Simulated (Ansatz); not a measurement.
# CsPb2Br5 (I4/mcm): the r2SCAN gap against the k mesh of the density

Wanted: the cheapest k mesh of the density that holds the r2SCAN gap of CsPb2Br5 (I4/mcm).

Calculated with Ansatz 0.2.0; DFT, r2SCAN, plane waves, PAW.

This is a report of a sequence of runs, with the program logs left out and the cost of each run kept.

**1. The starting structure**

The structure is tetragonal, space group I4/mcm (No. 140). Conventional cell: a = 8.485 Å, b = 8.485 Å, c = 15.214 Å, α = 90.00°, β = 90.00°, γ = 90.00°. Nearest to Cs lie 10 Br at 3.70 to 3.80 Å. Nearest to Pb lie 8 Br at 2.92 to 3.36 Å. Br has 4 Pb at 3.16 Å and 2 Cs at 3.80 Å nearest. Nearest to Br lie 3 Pb at 2.92 to 3.36 Å and 2 Cs at 3.70 Å. Farther neighbours, and contacts between anions beyond the nearest, are not listed.

 The runs that relaxed it are not among those shown. The default PAW set here is soft_2. Its files were made with PBE.

**2. k mesh of the density: 2×2×2**

input.yaml

```yaml
crystal:
  lattice:
    - [-4.2425, 4.2425, 7.60715]
    - [4.2425, -4.2425, 7.60715]
    - [4.2425, 4.2425, -7.60715]
  atoms:
    - { symbol: Cs, position: [0.75, 0.75, 0.0] }
    - { symbol: Cs, position: [0.25, 0.25, 0.0] }
    - { symbol: Pb, position: [0.6670882456, 0.8329117544, 0.5] }
    - { symbol: Pb, position: [0.3329117544, 0.1670882456, 0.5] }
    - { symbol: Pb, position: [0.8329117544, 0.3329117544, 0.1658235089] }
    - { symbol: Pb, position: [0.1670882456, 0.6670882456, 0.8341764911] }
    - { symbol: Br, position: [0.5, 0.5, 0.0] }
    - { symbol: Br, position: [0.0, 0.0, 0.0] }
    - { symbol: Br, position: [0.7172555385, 0.5240738555, 0.5] }
    - { symbol: Br, position: [0.2827444615, 0.4759261445, 0.5] }
    - { symbol: Br, position: [0.0240738555, 0.2172555385, 0.5] }
    - { symbol: Br, position: [0.9759261445, 0.7827444615, 0.5] }
    - { symbol: Br, position: [0.5240738555, 0.0240738555, 0.8068183171] }
    - { symbol: Br, position: [0.4759261445, 0.9759261445, 0.1931816829] }
    - { symbol: Br, position: [0.2172555385, 0.7172555385, 0.1931816829] }
    - { symbol: Br, position: [0.7827444615, 0.2827444615, 0.8068183171] }
kpoints:
  mp_grid: { grid: [2, 2, 2] }
  band_path:
    path:
      - [0.0, 0.0, 0.0]
      - [0.0, 0.0, 0.5]
      - [0.25, 0.25, 0.25]
      - [0.0, 0.5, 0.0]
      - [0.5, 0.5, -0.5]
      - [0.32775705, 0.67224295, -0.32775705]
      - [-0.32775705, 0.32775705, 0.32775705]
      - [-0.15551409, 0.15551409, 0.5]
      - [-0.26220564, 0.26220564, 0.26220564]
      - [0.5, 0.5, -0.431102818]
    npoints: 1
hamiltonian:
  xc: r2scan
scf:
  occupations: { method: fixed }
  n_extra_bands: 9
output:
  eigenvalues: true
  forces: true
  stress: true
```

The run is started by

```console
$ ansatz run input.yaml --threads 3 --pin off --max-ram 92160MiB --backend cuda --events-out ev --progress --plain --runs-dir out --devices 1 --max-vram 13GiB
```

The job ended after 9.8 s (1 × NVIDIA H100 80GB HBM3 (shared by 6 runs) with 3 threads of AMD EPYC 7R13 (Zen 3), shared host; peak memory 2.1 GiB).

This step gave:

- pressure: 0.4753 GPa
- gap: 3.432 eV
- valence top at: k = (-0.262, 0.262, 0.262)
- conduction bottom at: M
- least direct gap: 3.666 eV

The gap is indirect, with the least direct gap 0.23 eV higher.

**3. k mesh of the density: 4×4×4 (the default)**

input.yaml, the sections that differ from step 2:

```yaml
kpoints:
  mp_grid: { grid: [4, 4, 4] }
  band_path:
    path:
      - [[0.0, 0.0, 0.0], [0.0, 0.0, 0.5], [0.25, 0.25, 0.25], [0.0, 0.5, 0.0], [0.0, 0.0, 0.0], [0.5, 0.5, -0.5], [0.32775705, 0.67224295, -0.32775705]]
      - [[-0.32775705, 0.32775705, 0.32775705], [0.0, 0.0, 0.0]]
      - [[0.0, 0.0, 0.5], [-0.15551409, 0.15551409, 0.5]]
      - [[0.5, 0.5, -0.15551409], [0.5, 0.5, -0.5]]
    npoints: 10
scf:
  occupations: { method: fermi_dirac, width: 0.02 }
  n_extra_bands: 9
output:
  eigenvalues: true
  forces: true
  stress: true
  write_density: true
  write_potential: true
  elf: true
  volumetric_format: npy
# crystal, hamiltonian: as in step 2
```

Elapsed: 16 s, on 1 × NVIDIA H100 80GB HBM3 (shared by 6 runs) with 3 threads; peak memory 2.4 GiB.

Read from the output:

```
pressure             : 0.4717 GPa
gap                  : 3.432 eV
valence top at       : k = (-0.262, 0.262, 0.262)
conduction bottom at : M
least direct gap     : 3.665 eV
```

The gap is 3.432 eV, −0.001 eV from the run before at this level.

**4. k mesh of the density: 6×6×6**

input.yaml, the sections that differ from step 3:

```yaml
kpoints:
  mp_grid: { grid: [6, 6, 6] }
  band_path:
    path:
      - [0.0, 0.0, 0.0]
      - [0.0, 0.0, 0.5]
      - [0.25, 0.25, 0.25]
      - [0.0, 0.5, 0.0]
      - [0.5, 0.5, -0.5]
      - [0.32775705, 0.67224295, -0.32775705]
      - [-0.32775705, 0.32775705, 0.32775705]
      - [-0.15551409, 0.15551409, 0.5]
      - [-0.26220564, 0.26220564, 0.26220564]
      - [0.5, 0.5, -0.431102818]
    npoints: 1
scf:
  occupations: { method: fixed }
  n_extra_bands: 9
output:
  eigenvalues: true
  forces: true
  stress: true
# crystal, hamiltonian: as in step 3
```

The job ended after 11 s (1 × NVIDIA H100 80GB HBM3 (shared by 6 runs) with 3 threads; peak memory 2.1 GiB).

Read from the output:

```yaml
pressure: 0.4718 GPa
gap: 3.432 eV
valence_top_at: k = (-0.262, 0.262, 0.262)
conduction_bottom_at: M
least_direct_gap: 3.665 eV
```

The gap is 3.432 eV, as in the run before at this level.

**5. The series**

Differences are against the last row; a negative gap means that bands overlap, and a run with a band path holds that path's time. Times are wall times on 1 × NVIDIA H100 80GB HBM3 (shared by 6 runs) with 3 threads of AMD EPYC 7R13 (Zen 3), shared host, good to a factor of about two.

```csv
k mesh of the density,gap (eV),direct gap (eV),gap error (eV),energy error (meV/atom),irreducible k,time
2×2×2,3.432,3.666,+0.001,+0.1,4,9.8 s
4×4×4,3.432,3.665,+0.000,+0.0,13,16 s
6×6×6,3.432,3.665,+0.000,+0.0,30,11 s
```

**6. Outcome**

```json
{
 "2×2×2": "3.432 eV",
 "4×4×4": "3.432 eV",
 "6×6×6": "3.432 eV"
}
```

What this shows: The gap holds to 0.02 eV from 2×2×2 on, the cheapest setting tried. At 2×2×2 the gap is off by +0.001 eV and the energy by +0 meV/atom. The gap is read over the mesh and added points near the edges, so meshes differ mainly through the density and, for a hybrid, the exchange operator.

[Long decimals in the printed logs are rounded to 6 places.]

[Logs are printed without paths, hosts, clocks, repeated set-up lines and the standing remarks that a program may print on its own settings, such as how far it seeks lower states.]

[Paths, hosts, dates, memory and timing lines, banners, echoed tables and standing remarks are left out of the program output; an Ansatz launch command may be rebuilt from the run's recorded settings. Measured values are a selection of at most five: reports struck by readers or far from the other reports are left out. None is set beside runs whose start may be inverted or whose files or cutoffs have a known fault.]

[Runs of the session that timed out or met a known fault of the program may be left out.]

[Cells called generated may have been cut or substituted from an entry of the Crystallography Open Database or the Materials Project.]

[Hosts, paths, dates, database ids (printed as entryN), source tags and the programs' standing remarks are cut or masked in the printed files.]

[Where the starting crystal was built by hand or by swapping elements, it need not be the compound's stable phase.]
